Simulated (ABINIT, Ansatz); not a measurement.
# SrTiO3 (Tausonite): bands and cutoff in G0W0 with ABINIT

What does each rung of G0W0 on SrTiO3 (Tausonite) cost, and what does it buy?

Calculated with ABINIT 10.8.3; PBE and many-body steps on it, plane waves.

**1. Starting point**

It takes space group Pm-3m (No. 221, cubic). Conventional cell: a = 3.905 Å, b = 3.905 Å, c = 3.905 Å, α = 90.00°, β = 90.00°, γ = 90.00°. Sr has 12 O at 2.76 Å nearest. Nearest to Ti lie 6 O at 1.95 Å. Nearest to O lie 2 Ti at 1.95 Å and 4 Sr at 2.76 Å. Farther neighbours and most contacts between anions are not listed.

The cell and positions come from the Crystallography Open Database and are kept as given unless a step says otherwise.

**2. Empty states on the mesh, 4×4×4 mesh, 562 bands**

This step: ABINIT 10.8.3; DFT, PBE, plane waves, norm-conserving pseudopotentials.

The sums over transitions need many empty states on a uniform mesh; this step solves for them.

Contents of run.abi:

```
acell 3*1.0 Angstrom
rprim 
  3.905280000000 0.000000000000 0.000000000000
  0.000000000000 3.905280000000 0.000000000000
  0.000000000000 0.000000000000 3.905280000000
ntypat 3
znucl 38 22 8
natom 5
typat 1 2 3 3 3
xred 
  0.500000000000 0.500000000000 0.500000000000
  0.000000000000 0.000000000000 0.000000000000
  0.500000000000 0.000000000000 0.000000000000
  0.000000000000 0.500000000000 0.000000000000
  0.000000000000 0.000000000000 0.500000000000
pp_dirpath "pseudos"
pseudos "Sr.upf, Ti.upf, O.upf"
ecut 38
ngkpt 4 4 4
nshiftk 1
shiftk 0 0 0
kptopt 1
chksymbreak 0
irdden 1
istwfk *1
nband 562
prtvol 0
optdriver 6
gwr_task "HDIAGO"
paral_kgb 0
occopt 1
indata_prefix "in"
outdata_prefix "out"
tmpdata_prefix "tmp"
```

Launch:

```console
$ OMP_NUM_THREADS=1 mpirun -n 4 abinit run.abi > log
```

The program printed:

```text
.Version 10.8.3 of ABINIT. v10.8.2 released Aug 2026.

 Symmetries : space group Pm -3 m (#221); Bravais cP (primitive cubic)
[... echo of the input left out ...]
== DATASET  1 ==================================================================
-   mpi_nproc: 4, omp_nthreads: 1 (-1 if OMP is not activated)

--- !DatasetInfo
iteration_state: {dtset: 1, }
dimensions: {natom: 5, nkpt: 10, mband: 562, nsppol: 1, nspinor: 1, nspden: 1, mpw: 4632, }
cutoff_energies: {ecut:  38.0, pawecutdg:  -1.0, }
[...]
Indirect band gap semiconductor
 Fundamental gap:     1.908 (eV)
   VBM:     6.925 (eV) at k: [ 5.0000E-01,  5.0000E-01,  5.0000E-01]
   CBM:     8.833 (eV) at k: [ 0.0000E+00,  0.0000E+00,  0.0000E+00]
 Direct gap:         2.263 (eV) at k: [ 0.0000E+00,  0.0000E+00,  0.0000E+00]

== END DATASET(S) ==============================================================
================================================================================

 -outvars: echo values of variables after computation  --------
           etotal      0.0000000000E+00
            nband         562
             nkpt          10
          spgroup         221
 [... the other variables as echoed above ...]

 Calculation completed.
```

It took 3.6 min on 4 MPI ranks of Arm Neoverse V2, shared host; peak memory 4.7 GiB.

Numbers from this step:

```yaml
gap: 1.908 eV
k_of_the_valence_top: 0.5, 0.5, 0.5
k_of_the_conduction_bottom: 0, 0, 0
least_direct_gap: 2.263 eV
k_points_computed: 10
lowest_point_of_the_top_converged_band_above_the_valence_top: 233.8938 eV
```

On this mesh the gap is 1.908 eV.

The density comes from a self-consistent run that is not shown.

**3. Screening, 4×4×4 mesh, 86 bands, screening to 114.3 eV**

The RPA dielectric matrix is built and inverted for each q.

This step: RPA screening on PBE, plane waves, norm-conserving pseudopotentials.

Changes to run.abi since step 2:

```diff
@@ -23,10 +23,11 @@
 chksymbreak 0
-irdden 1
 istwfk *1
-nband 562
-prtvol 0
-optdriver 6
-gwr_task "HDIAGO"
-paral_kgb 0
 occopt 1
+irdwfk 1
+optdriver 3
+nband 86
+ecuteps 4.2
+inclvkb 2
+awtr 1
+symchi 1
 indata_prefix "in"
```

The program printed:

```text
.Version 10.8.3 of ABINIT. v10.8.2 released Aug 2026.

 Symmetries : space group Pm -3 m (#221); Bravais cP (primitive cubic)
[... echo of the input left out ...]
== DATASET  1 ==================================================================
-   mpi_nproc: 4, omp_nthreads: 1 (-1 if OMP is not activated)

--- !DatasetInfo
iteration_state: {dtset: 1, }
dimensions: {natom: 5, nkpt: 10, mband: 86, nsppol: 1, nspinor: 1, nspden: 1, mpw: 4632, }
cutoff_energies: {ecut:  38.0, pawecutdg:  -1.0, }
electrons: {nelect:   4.00000000E+01, charge:   0.00000000E+00, occopt:   1.00000000E+00, tsmear:   1.00000000E-02, }

 SCREENING: Calculation of the susceptibility and dielectric matrices

 Based on a program developped by R.W. Godby, V. Olevano, G. Onida, and L. Reining.
 Incorporated in ABINIT by V. Olevano, G.-M. Rignanese, and M. Torrent.
.Using double precision arithmetic ; gwpc =  8

[... cell and pseudopotentials left out ...]
--------------------------------------------------------------------------------

 ==== K-mesh for the wavefunctions ====
 Number of points in the irreducible wedge :    10
[... list of points left out ...]
 Together with 48 symmetry operations and time-reversal symmetry
 yields    64 points in the full Brillouin Zone.

 ==== Q-mesh for the screening function ====
 Number of points in the irreducible wedge :    10
[... list of points left out ...]
 Together with 48 symmetry operations and time-reversal symmetry
 yields    64 points in the full Brillouin Zone.

 setmesh: FFT mesh size selected  =    27x   27x   27
          total number of points  =        19683

 vcoul_init : cutoff-mode = AUXILIARY_FUNCTION
 q-points for optical limit:   1
     1)      0.000010    0.000020    0.000030

- screening: taking advantage of time-reversal symmetry
- Maximum band index for partially occupied states nbvw = 20
- Remaining bands to be divided among processors   nbcw = 66
- Number of bands treated by each node ~16

 Number of electrons calculated from density =   40.0000; Expected =   40.0000
 average of density, n =  0.099519
 r_s =    1.3387
 omega_plasma =   30.4305 [eV]

 calculating chi0 at frequencies [eV] :
  1    0.000000E+00    0.000000E+00
  2    0.000000E+00    3.043050E+01

--------------------------------------------------------------------------------
  q-point number  1        q = ( 0.000000, 0.000000, 0.000000) [r.l.u.]
--------------------------------------------------------------------------------
[... chi0 elements left out ...]
 For q-point:  0.000010 0.000020 0.000030
  dielectric constant =   6.4068
  dielectric constant without local fields =   6.7585

  Average fulfillment of the sum rule on Im[epsilon] for q-point    1 :     53.79  [%]
[... wings left out ...]
  q-point number  2        q = ( 0.250000, 0.000000, 0.000000) [r.l.u.]
--------------------------------------------------------------------------------
[... chi0 elements left out ...]
  Average fulfillment of the sum rule on Im[epsilon] for q-point    2 :     68.37  [%]

 [... 8 further q-points ...]
```

The job ended after 40 s (4 MPI ranks; peak memory 0.96 GiB).

Numbers from this step:

* ε∞ with local fields, on this mesh, along the program's q direction: 6.407
* the same without local fields: 6.758
* plasma frequency: 30.43 eV
* plane waves in the screening matrix: 171

Local fields lower ε∞ by 5 %. On a Γ-centred mesh this coarse the value itself is usually too large, while a short band sum pulls it down.

**4. 86 bands, 114.3 eV**

The self-energy is evaluated for the states that the input lists, and the levels follow from it, in one-shot runs by the linearised quasiparticle equation.

This step: G0W0 on PBE, plane waves, norm-conserving pseudopotentials.

Changes to run.abi since step 3:

```diff
@@ -26,8 +26,17 @@
 irdwfk 1
-optdriver 3
+optdriver 4
 nband 86
+gwcalctyp 0
+ecutsigx 38
+symsigma 1
+nkptgw 2
+kptgw 
+  0.5000000000 0.5000000000 0.5000000000
+  0.0000000000 0.0000000000 0.0000000000
+bdgw 
+  18 23
+  18 23
 ecuteps 4.2
-inclvkb 2
-awtr 1
-symchi 1
+irdscr 1
+ppmodel 1
 indata_prefix "in"
```

The program printed:

```text
.Version 10.8.3 of ABINIT. v10.8.2 released Aug 2026.

 Symmetries : space group Pm -3 m (#221); Bravais cP (primitive cubic)
[... echo of the input left out ...]
== DATASET  1 ==================================================================
-   mpi_nproc: 4, omp_nthreads: 1 (-1 if OMP is not activated)

--- !DatasetInfo
iteration_state: {dtset: 1, }
dimensions: {natom: 5, nkpt: 10, mband: 86, nsppol: 1, nspinor: 1, nspden: 1, mpw: 4632, }
cutoff_energies: {ecut:  38.0, pawecutdg:  -1.0, }
electrons: {nelect:   4.00000000E+01, charge:   0.00000000E+00, occopt:   1.00000000E+00, tsmear:   1.00000000E-02, }

 SIGMA: Calculation of the GW corrections

 Based on a program developped by R.W. Godby, V. Olevano, G. Onida, and L. Reining.
 Incorporated in ABINIT by V. Olevano, G.-M. Rignanese, and M. Torrent.
.Using double precision arithmetic ; gwpc =  8

[... cell and pseudopotentials left out ...]
--------------------------------------------------------------------------------

 ==== K-mesh for the wavefunctions ====
 Number of points in the irreducible wedge :    10
[... list of points left out ...]
 Together with 48 symmetry operations and time-reversal symmetry
 yields    64 points in the full Brillouin Zone.

 ==== Q-mesh for screening function ====
 Number of points in the irreducible wedge :    10
[... list of points left out ...]
 Together with 48 symmetry operations and time-reversal symmetry
 yields    64 points in the full Brillouin Zone.

 vcoul_init : cutoff-mode = AUXILIARY_FUNCTION
 q-points for optical limit:   1
     1)      0.000010    0.000020    0.000030
 setmesh: FFT mesh size selected  =    45x   45x   45
          total number of points  =        91125

 Number of electrons calculated from density =   40.0000; Expected =   40.0000
 average of density, n =  0.099519
 r_s =    1.3387
 omega_plasma =   30.4305 [eV]

 === KS Band Gaps ===
  >>>> For spin  1
   Minimum direct gap =   2.2628 [eV], located at k-point      :   0.0000  0.0000  0.0000
   Fundamental gap    =   1.9077 [eV], Top of valence bands at :   0.5000  0.5000  0.5000
                                       Bottom of conduction at :   0.0000  0.0000  0.0000
 SIGMA fundamental parameters:
 PLASMON POLE MODEL  1
 number of plane-waves for SigmaX                 4457
 number of plane-waves for SigmaC and W            171
 number of plane-waves for wavefunctions          4457
 number of bands                                    86
 number of independent spin polarizations            1
 number of spinorial components                      1
 number of k-points in IBZ                          10
 number of q-points in IBZ                          10
 number of symmetry operations                      48
 number of k-points in BZ                           64
 number of q-points in BZ                           64
 number of frequencies for dSigma/dE                 9
 frequency step for dSigma/dE [eV]                0.25
 number of omega for Sigma on real axis              0
 max omega for Sigma on real axis  [eV]           0.00
 zcut for avoiding poles [eV]                     0.10

 EPSILON^-1 parameters (SCR file):
 dimension of the eps^-1 matrix on file            171
 dimension of the eps^-1 matrix used               171
 number of plane-waves for wavefunctions          4457
 number of bands                                    86
 number of q-points in IBZ                          10
 number of frequencies                               2
 number of real frequencies                          1
 number of imag frequencies                          1

 matrix elements of self-energy operator (all in [eV])

 Perturbative Calculation

--- !SelfEnergy_ee
iteration_state: {dtset: 1, }
kpoint     : [   0.500,    0.500,    0.500, ]
spin       : 1
KS_gap     :    4.517
QP_gap     :    6.505
Delta_QP_KS:    1.988
data: !SigmaeeData |
     Band     E0 <VxcDFT>   SigX SigC(E0)      Z dSigC/dE  Sig(E)    E-E0       E
       18   6.925 -20.195 -25.189   5.142   0.771  -0.298 -20.080   0.115   7.040
       19   6.925 -20.195 -25.189   5.142   0.771  -0.298 -20.080   0.115   7.040
       20   6.925 -20.195 -25.189   5.142   0.771  -0.298 -20.080   0.115   7.040
       21  11.442 -21.983 -12.959  -6.198   0.744  -0.344 -19.880   2.103  13.545
       22  11.442 -21.983 -12.959  -6.198   0.744  -0.344 -19.880   2.103  13.545
       23  11.442 -21.983 -12.959  -6.198   0.744  -0.344 -19.880   2.103  13.545

--- !SelfEnergy_ee
iteration_state: {dtset: 1, }
kpoint     : [   0.000,    0.000,    0.000, ]
spin       : 1
KS_gap     :    2.263
QP_gap     :    3.910
Delta_QP_KS:    1.648
data: !SigmaeeData |
     Band     E0 <VxcDFT>   SigX SigC(E0)      Z dSigC/dE  Sig(E)    E-E0       E
[...]
21   8.833 -18.883 -11.450  -5.207   0.784  -0.276 -17.138   1.745  10.578
       22   8.833 -18.883 -11.450  -5.207   0.784  -0.276 -17.138   1.745  10.578
       23   8.833 -18.883 -11.450  -5.207   0.784  -0.276 -17.138   1.745  10.578

== END DATASET(S) ==============================================================
================================================================================

 -outvars: echo values of variables after computation  --------
           etotal      0.0000000000E+00
            nband          86
             nkpt          10
          spgroup         221
 [... the other variables as echoed above ...]

 Calculation completed.
```

Wall time 7.1 s (4 MPI ranks); peak memory 0.97 GiB.

Numbers from this step:

- G0W0 gap on the points computed: 3.538 eV
- starting gap on the mesh: 1.908 eV
- k of the valence top: 0.5, 0.5, 0.5
- k of the conduction bottom: 0, 0, 0
- Z at the valence top: 0.771
- Z at the conduction bottom: 0.784
- least direct G0W0 gap on the computed points: 3.910 eV

The gap on the mesh goes from 1.91 eV to 3.54 eV, a correction of +1.63 eV.

**5. Screening, 4×4×4 mesh, 238 bands, screening to 212.2 eV**

This step: RPA screening on PBE, plane waves, norm-conserving pseudopotentials.

Changes to run.abi since step 4:

```diff
@@ -26,17 +26,8 @@
 irdwfk 1
-optdriver 4
-nband 86
-gwcalctyp 0
-ecutsigx 38
-symsigma 1
-nkptgw 2
-kptgw 
-  0.5000000000 0.5000000000 0.5000000000
-  0.0000000000 0.0000000000 0.0000000000
-bdgw 
-  18 23
-  18 23
-ecuteps 4.2
-irdscr 1
-ppmodel 1
+optdriver 3
+nband 238
+ecuteps 7.8
+inclvkb 2
+awtr 1
+symchi 1
 indata_prefix "in"
```

The program printed:

```text
.Version 10.8.3 of ABINIT. v10.8.2 released Aug 2026.

 Symmetries : space group Pm -3 m (#221); Bravais cP (primitive cubic)
[... echo of the input left out ...]
== DATASET  1 ==================================================================
-   mpi_nproc: 4, omp_nthreads: 1 (-1 if OMP is not activated)

--- !DatasetInfo
iteration_state: {dtset: 1, }
dimensions: {natom: 5, nkpt: 10, mband: 238, nsppol: 1, nspinor: 1, nspden: 1, mpw: 4632, }
cutoff_energies: {ecut:  38.0, pawecutdg:  -1.0, }
electrons: {nelect:   4.00000000E+01, charge:   0.00000000E+00, occopt:   1.00000000E+00, tsmear:   1.00000000E-02, }

 SCREENING: Calculation of the susceptibility and dielectric matrices

 Based on a program developped by R.W. Godby, V. Olevano, G. Onida, and L. Reining.
 Incorporated in ABINIT by V. Olevano, G.-M. Rignanese, and M. Torrent.
.Using double precision arithmetic ; gwpc =  8

[... cell and pseudopotentials left out ...]
--------------------------------------------------------------------------------

 ==== K-mesh for the wavefunctions ====
 Number of points in the irreducible wedge :    10
[... list of points left out ...]
 Together with 48 symmetry operations and time-reversal symmetry
 yields    64 points in the full Brillouin Zone.

 ==== Q-mesh for the screening function ====
 Number of points in the irreducible wedge :    10
[... list of points left out ...]
 Together with 48 symmetry operations and time-reversal symmetry
 yields    64 points in the full Brillouin Zone.

 setmesh: FFT mesh size selected  =    30x   30x   30
          total number of points  =        27000

 vcoul_init : cutoff-mode = AUXILIARY_FUNCTION
 q-points for optical limit:   1
     1)      0.000010    0.000020    0.000030

- screening: taking advantage of time-reversal symmetry
- Maximum band index for partially occupied states nbvw = 20
- Remaining bands to be divided among processors   nbcw = 218
- Number of bands treated by each node ~54

 Number of electrons calculated from density =   40.0000; Expected =   40.0000
 average of density, n =  0.099519
 r_s =    1.3387
 omega_plasma =   30.4305 [eV]

 calculating chi0 at frequencies [eV] :
  1    0.000000E+00    0.000000E+00
  2    0.000000E+00    3.043050E+01

--------------------------------------------------------------------------------
  q-point number  1        q = ( 0.000000, 0.000000, 0.000000) [r.l.u.]
--------------------------------------------------------------------------------
[... chi0 elements left out ...]
 For q-point:  0.000010 0.000020 0.000030
  dielectric constant =   6.3893
  dielectric constant without local fields =   6.7766

  Average fulfillment of the sum rule on Im[epsilon] for q-point    1 :     78.78  [%]
[... wings left out ...]
  q-point number  2        q = ( 0.250000, 0.000000, 0.000000) [r.l.u.]
--------------------------------------------------------------------------------
[... chi0 elements left out ...]
  Average fulfillment of the sum rule on Im[epsilon] for q-point    2 :     85.50  [%]

 [... 8 further q-points ...]
```

The job ended after 4.2 min (4 MPI ranks; peak memory 1.9 GiB).

Numbers from this step:

```yaml
eps_infinity_with_local_fields_on_this_mesh_along_the_program_s_q_direction: 6.389
the_same_without_local_fields: 6.777
plasma_frequency: 30.43 eV
plane_waves_in_the_screening_matrix: 437
```

(Continued in part 2 of 2.)

[Paths, hosts, dates, memory and timing lines, banners, echoed tables and standing remarks are left out of the program output.]

[Logs are printed without paths, hosts, clocks, repeated set-up lines and the standing remarks that a program may print on its own settings, such as how far it seeks lower states.]

[Runs of the session that timed out or met a known fault of the program may be left out.]

[Hosts, paths, dates, database ids (printed as entryN), source tags and the programs' standing remarks are cut or masked in the printed files.]

[G0W0 gaps are taken among the corrected bands and points alone; a level outside them can change the order at an edge.]

[Where Ansatz stands beside ABINIT at settings called matched, ABINIT's density can come from a denser mesh and the files from another edition; pairs whose starting gaps differed by over 0.03 eV were left out, so agreement reads better than it is.]
